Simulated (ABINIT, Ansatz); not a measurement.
# How the form of the self-energy moves the gap of SiO2 (P6_222), part 2 of 2

Wanted: the gap of SiO2 (P6_222) under several approximations, with cost.

ABINIT 10.8.3; LDA and many-body steps on it, plane waves. Known limits of the many-body steps: not at the basis limit; coarse k mesh.

So far. Step 5 (G0W0, von der Linden-Horsch plasmon pole): Against G0W0 in ABINIT (3×3×2 mesh, 102 bands, screening to 114.3 eV, Godby-Needs plasmon pole), the gap moves by +0.099 eV. Step 6 (G0W0, Engel-Farid plasmon pole): Against G0W0 in ABINIT (3×3×2 mesh, 102 bands, screening to 114.3 eV, Godby-Needs plasmon pole), the gap moves by +0.002 eV.

The database entry behind the starting cell is an old determination (1926), so it need not match the best structure at ambient conditions.

## (7) One-shot COHSEX

This step: one-shot COHSEX on LDA, plane waves, norm-conserving pseudopotentials.

Input file run.abi:

```
acell 3*1.0 Angstrom
rprim 
  5.013000000017 -0.000000000004 0.000000000000
  -2.506500000005 4.341385349188 0.000000000000
  0.000000000000 0.000000000000 5.470000000000
ntypat 2
znucl 14 8
natom 9
typat 1 1 1 2 2 2 2 2 2
xred 
  0.500000000000 0.500000000000 0.333333333333
  0.000000000000 0.500000000000 0.666666666667
  0.500000000000 0.000000000000 -0.000000000000
  0.197000000000 0.803000000000 0.833333333333
  0.394000000000 0.197000000000 0.166666666667
  0.197000000000 0.394000000000 0.500000000000
  0.803000000000 0.197000000000 0.833333333333
  0.606000000000 0.803000000000 0.166666666667
  0.803000000000 0.606000000000 0.500000000000
pp_dirpath "pseudos"
pseudos "Si.upf, O.upf"
ecut 36
ngkpt 3 3 2
nshiftk 1
shiftk 0 0 0
kptopt 1
chksymbreak 0
istwfk *1
occopt 1
irdwfk 1
optdriver 4
nband 102
gwcalctyp 7
ecutsigx 36
symsigma 1
nkptgw 2
kptgw 
  0.0000000000 0.0000000000 0.5000000000
  0.0000000000 0.0000000000 0.0000000000
bdgw 
  23 26
  22 27
ecuteps 4.2
irdscr 1
indata_prefix "in"
outdata_prefix "out"
tmpdata_prefix "tmp"
```

Launch:

```sh
$ OMP_NUM_THREADS=1 mpirun -n 4 abinit run.abi > log
```

Numbers of over 12 decimals in the logs are rounded to 6 here.

The log of the run:

```text
.Version 10.8.3 of ABINIT. v10.8.2 released Aug 2026.

 Symmetries : space group P6_2 2 2 (#180); Bravais hP (primitive hexag.)
[... echo of the input left out ...]
== DATASET  1 ==================================================================
-   mpi_nproc: 4, omp_nthreads: 1 (-1 if OMP is not activated)

--- !DatasetInfo
iteration_state: {dtset: 1, }
dimensions: {natom: 9, nkpt: 6, mband: 102, nsppol: 1, nspinor: 1, nspden: 1, mpw: 8320, }
cutoff_energies: {ecut:  36.0, pawecutdg:  -1.0, }
[...]
Band     E0 <VxcDFT>   SigX SigC(E0)      Z dSigC/dE  Sig(E)    E-E0       E
[...]
26   8.457 -11.660  -6.244  -4.139   1.000   0.000 -10.383   1.277   9.734
       27   8.457 -11.660  -6.244  -4.139   1.000   0.000 -10.383   1.277   9.734

== END DATASET(S) ==============================================================
================================================================================

 -outvars: echo values of variables after computation  --------
           etotal      0.0000000000E+00
            nband         102
             nkpt           6
          spgroup         180
 [... the other variables as echoed above ...]

 Calculation completed.
```

Wall time 3.1 s (4 MPI ranks of Arm Neoverse V2, shared host); peak memory 0.4 GiB; 12 s of CPU time.

Numbers from this step:

```yaml
quasiparticle_gap_on_the_points_computed: 9.758 eV
starting_gap_on_the_mesh: 5.373 eV
k_of_the_valence_top: 0, 0, 0.5
k_of_the_conduction_bottom: 0, 0, 0
least_direct_quasiparticle_gap_on_the_computed_points: 9.878 eV
```

Against G0W0 in ABINIT (3×3×2 mesh, 102 bands, screening to 114.3 eV, Godby-Needs plasmon pole), the gap moves by +1.536 eV.

## (8) One-shot Hartree-Fock

This step: one-shot Hartree-Fock on LDA, plane waves, norm-conserving pseudopotentials.

run.abi, as its differences from that of step 7:

```diff
@@ -31,4 +31,4 @@
 optdriver 4
-nband 102
-gwcalctyp 7
+nband 28
+gwcalctyp 5
 ecutsigx 36
@@ -42,4 +42,4 @@
   22 27
-ecuteps 4.2
-irdscr 1
+ixc_sigma 40
+fftgw 31
 indata_prefix "in"
```

The log of the run:

```text
.Version 10.8.3 of ABINIT. v10.8.2 released Aug 2026.

 Symmetries : space group P6_2 2 2 (#180); Bravais hP (primitive hexag.)
[... echo of the input left out ...]
== DATASET  1 ==================================================================
-   mpi_nproc: 4, omp_nthreads: 1 (-1 if OMP is not activated)

--- !DatasetInfo
iteration_state: {dtset: 1, }
dimensions: {natom: 9, nkpt: 6, mband: 28, nsppol: 1, nspinor: 1, nspden: 1, mpw: 8320, }
cutoff_energies: {ecut:  36.0, pawecutdg:  -1.0, }
[...]
Band     E0 <VxcDFT>   SigX SigC(E0)      Z dSigC/dE  Sig(E)    E-E0       E
[...]
26   8.457 -11.660  -6.244   0.000   1.000   0.000  -6.244   5.416  13.873
       27   8.457 -11.660  -6.244   0.000   1.000   0.000  -6.244   5.416  13.873

== END DATASET(S) ==============================================================
================================================================================

 -outvars: echo values of variables after computation  --------
           etotal      0.0000000000E+00
            nband          28
             nkpt           6
          spgroup         180
 [... the other variables as echoed above ...]

 Calculation completed.
```

Elapsed: 2.7 s, on 4 MPI ranks; peak memory 0.21 GiB; 10 s of CPU time.

This step gave:

```yaml
quasiparticle_gap_on_the_points_computed: 15.87 eV
starting_gap_on_the_mesh: 5.373 eV
k_of_the_valence_top: 0, 0, 0.5
k_of_the_conduction_bottom: 0, 0, 0
least_direct_quasiparticle_gap_on_the_computed_points: 15.96 eV
```

Against G0W0 in ABINIT (3×3×2 mesh, 102 bands, screening to 114.3 eV, Godby-Needs plasmon pole), the gap moves by +7.646 eV.

## (9) Screening, 3×3×2 mesh, 102 bands, screening to 114.3 eV

This step: RPA screening on LDA, plane waves, norm-conserving pseudopotentials.

run.abi, as its differences from that of step 8:

```diff
@@ -30,16 +30,14 @@
 irdwfk 1
-optdriver 4
-nband 28
-gwcalctyp 5
-ecutsigx 36
-symsigma 1
-nkptgw 2
-kptgw 
-  0.0000000000 0.0000000000 0.5000000000
-  0.0000000000 0.0000000000 0.0000000000
-bdgw 
-  23 26
-  22 27
-ixc_sigma 40
-fftgw 31
+optdriver 3
+nband 102
+ecuteps 4.2
+inclvkb 2
+awtr 1
+symchi 1
+gwcalctyp 2
+nfreqre 16
+freqremax 40 eV
+nfreqim 8
+spmeth 1
+nomegasf 120
 indata_prefix "in"
```

The log of the run:

```text
.Version 10.8.3 of ABINIT. v10.8.2 released Aug 2026.

 Symmetries : space group P6_2 2 2 (#180); Bravais hP (primitive hexag.)
[... echo of the input left out ...]
== DATASET  1 ==================================================================
-   mpi_nproc: 4, omp_nthreads: 1 (-1 if OMP is not activated)

--- !DatasetInfo
iteration_state: {dtset: 1, }
dimensions: {natom: 9, nkpt: 6, mband: 102, nsppol: 1, nspinor: 1, nspden: 1, mpw: 8320, }
cutoff_energies: {ecut:  36.0, pawecutdg:  -1.0, }
electrons: {nelect:   4.80000000E+01, charge:   0.00000000E+00, occopt:   1.00000000E+00, tsmear:   1.00000000E-02, }

 SCREENING: Calculation of the susceptibility and dielectric matrices

 Based on a program developped by R.W. Godby, V. Olevano, G. Onida, and L. Reining.
 Incorporated in ABINIT by V. Olevano, G.-M. Rignanese, and M. Torrent.
.Using double precision arithmetic ; gwpc =  8

[... cell and pseudopotentials left out ...]
--------------------------------------------------------------------------------

 ==== K-mesh for the wavefunctions ====
 Number of points in the irreducible wedge :     6
[... list of points left out ...]
 Together with 12 symmetry operations and time-reversal symmetry
 yields    18 points in the full Brillouin Zone.

 ==== Q-mesh for the screening function ====
 Number of points in the irreducible wedge :     6
[... list of points left out ...]
 Together with 12 symmetry operations and time-reversal symmetry
 yields    18 points in the full Brillouin Zone.

 setmesh: FFT mesh size selected  =    36x   36x   45
          total number of points  =        58320

 vcoul_init : cutoff-mode = AUXILIARY_FUNCTION
 q-points for optical limit:   1
     1)      0.000010    0.000020    0.000030

- screening: taking advantage of time-reversal symmetry
- Maximum band index for partially occupied states nbvw = 24
- Remaining bands to be divided among processors   nbcw = 78
- Number of bands treated by each node ~19

 Number of electrons calculated from density =   48.0000; Expected =   48.0000
 average of density, n =  0.059749
 r_s =    1.5868
 omega_plasma =   23.5788 [eV]

 calculating chi0 at frequencies [eV] :
  1    0.000000E+00    0.000000E+00
  2    2.666667E+00    0.000000E+00
  3    5.333333E+00    0.000000E+00
[...]
23    0.000000E+00    6.005104E+01
 24    0.000000E+00    8.455251E+01

--------------------------------------------------------------------------------
  q-point number  1        q = ( 0.000000, 0.000000, 0.000000) [r.l.u.]
--------------------------------------------------------------------------------
[... chi0 elements left out ...]
  [... further frequencies ...]

 No. of calculated frequencies >  15, stop printing
 For q-point:  0.000010 0.000020 0.000030
  dielectric constant =   2.3559
  dielectric constant without local fields =   2.5476

  Average fulfillment of the sum rule on Im[epsilon] for q-point    1 :     45.07  [%]
[... wings left out ...]
  q-point number  2        q = ( 0.333333, 0.000000, 0.000000) [r.l.u.]
--------------------------------------------------------------------------------
[... chi0 elements left out ...]
  [... further frequencies ...]

 No. of calculated frequencies >  15, stop printing
  Average fulfillment of the sum rule on Im[epsilon] for q-point    2 :     53.77  [%]

 [... 4 further q-points ...]
```

Elapsed: 63 s, on 4 MPI ranks; peak memory 2.2 GiB; 4.2 min of CPU time.

This step gave:

```
ε∞ with local fields, on this mesh, along the program's q direction : 2.356
the same without local fields                                       : 2.548
plasma frequency                                                    : 23.58 eV
plane waves in the screening matrix                                 : 339
```

## (10) G0W0, contour deformation

This step: G0W0 on LDA, plane waves, norm-conserving pseudopotentials.

run.abi, as its differences from that of step 9:

```diff
@@ -30,14 +30,16 @@
 irdwfk 1
-optdriver 3
+optdriver 4
 nband 102
+gwcalctyp 2
+ecutsigx 36
+symsigma 1
+nkptgw 2
+kptgw 
+  0.0000000000 0.0000000000 0.5000000000
+  0.0000000000 0.0000000000 0.0000000000
+bdgw 
+  23 26
+  22 27
 ecuteps 4.2
-inclvkb 2
-awtr 1
-symchi 1
-gwcalctyp 2
-nfreqre 16
-freqremax 40 eV
-nfreqim 8
-spmeth 1
-nomegasf 120
+irdscr 1
 indata_prefix "in"
```

The log of the run:

```text
.Version 10.8.3 of ABINIT. v10.8.2 released Aug 2026.

 Symmetries : space group P6_2 2 2 (#180); Bravais hP (primitive hexag.)
[... echo of the input left out ...]
== DATASET  1 ==================================================================
-   mpi_nproc: 4, omp_nthreads: 1 (-1 if OMP is not activated)

--- !DatasetInfo
iteration_state: {dtset: 1, }
dimensions: {natom: 9, nkpt: 6, mband: 102, nsppol: 1, nspinor: 1, nspden: 1, mpw: 8320, }
cutoff_energies: {ecut:  36.0, pawecutdg:  -1.0, }
[...]
Band     E0 <VxcDFT>   SigX SigC(E0)      Z dSigC/dE  Sig(E)    E-E0       E
[...]
27   8.457 -11.660  -6.244  -2.893   0.853  -0.172  -9.508   2.152  10.609
       27   0.000   0.000   0.000  -0.001   0.000   0.000  -0.000  -0.000  -0.000

== END DATASET(S) ==============================================================
================================================================================

 -outvars: echo values of variables after computation  --------
           etotal      0.0000000000E+00
            nband         102
             nkpt           6
          spgroup         180
 [... the other variables as echoed above ...]

 Calculation completed.
```

Elapsed: 7.9 s, on 4 MPI ranks; peak memory 1.6 GiB.

Numbers from this step:

- G0W0 gap on the points computed: 8.236 eV
- starting gap on the mesh: 5.373 eV
- k of the valence top: 0, 0, 0.5
- k of the conduction bottom: 0, 0, 0
- least direct G0W0 gap on the computed points: 8.35 eV

Against G0W0 in ABINIT (3×3×2 mesh, 102 bands, screening to 114.3 eV, Godby-Needs plasmon pole), the gap moves by +0.014 eV.

## (11) Side by side

Times are wall times on 4 MPI ranks of Arm Neoverse V2, shared host, good to a factor of about two. A run's time includes the screening step that it read.

```csv
run,mesh,bands,screening cutoff (eV),DFT gap (eV),gap on the mesh (eV),direct (eV),ε∞ used,time
"G0W0, Godby-Needs plasmon pole",3×3×2,102,114.3,5.373,8.222,8.336,2.36,58 s
"G0W0, von der Linden-Horsch plasmon pole",3×3×2,102,114.3,5.373,8.321,8.440,2.36,54 s
"G0W0, Engel-Farid plasmon pole",3×3×2,102,114.3,5.373,8.224,8.340,2.36,54 s
one-shot COHSEX,3×3×2,102,114.3,5.373,9.758,9.878,2.36,51 s
one-shot Hartree-Fock,3×3×2,-,-,5.373,15.868,15.956,-,2.7 s
"G0W0, contour deformation",3×3×2,102,114.3,5.373,8.236,8.350,2.36,71 s
```

## (12) Outcome

* G0W0, Godby-Needs plasmon pole: 8.222 eV
* G0W0, von der Linden-Horsch plasmon pole: 8.321 eV
* G0W0, Engel-Farid plasmon pole: 8.224 eV
* one-shot COHSEX: 9.758 eV
* one-shot Hartree-Fock: 15.868 eV
* G0W0, contour deformation: 8.236 eV
* known limits: not at the basis limit; coarse k mesh

In words: G0W0, von der Linden-Horsch plasmon pole: +0.099 eV against G0W0, Godby-Needs plasmon pole. G0W0, Engel-Farid plasmon pole: +0.002 eV against G0W0, Godby-Needs plasmon pole. One-shot COHSEX: +1.536 eV against G0W0, Godby-Needs plasmon pole. One-shot Hartree-Fock: +7.646 eV against G0W0, Godby-Needs plasmon pole. G0W0, contour deformation: +0.014 eV against G0W0, Godby-Needs plasmon pole. Bare exchange alone opens the gap to 15.87 eV; against G0W0, correlation takes back 7.65 eV. Static COHSEX lies above G0W0: it lacks the factor Z and overstates the Coulomb hole of the filled states. Bands and cutoff are finite, so the gap is not at the basis limit. The miss can reach some tenths of an eV and take either sign; the mesh is an error of its own. In the first G0W0 run levels were corrected at 2 k points alone, so a gap called «on the mesh» is the least over those, and an edge elsewhere would be missed. The 3×3×2 mesh is coarse for this cell, which bears on the long-range parts of exchange and screening.

[Paths, hosts, dates, memory and timing lines, banners, echoed tables and standing remarks are left out of the program output.]

[Logs are printed without paths, hosts, clocks, repeated set-up lines and the standing remarks that a program may print on its own settings, such as how far it seeks lower states.]

[Runs of the session that timed out or met a known fault of the program may be left out.]

[No measured gap is set beside runs whose start may be inverted or whose files or cutoffs have a known fault.]

[Hosts, paths, dates, database ids (printed as entryN), source tags and the programs' standing remarks are cut or masked in the printed files.]

[G0W0 gaps are taken among the corrected bands and points alone; a level outside them can change the order at an edge.]

[Where Ansatz stands beside ABINIT at settings called matched, ABINIT's density can come from a denser mesh and the files from another edition; pairs whose starting gaps differed by over 0.03 eV were left out, so agreement reads better than it is.]
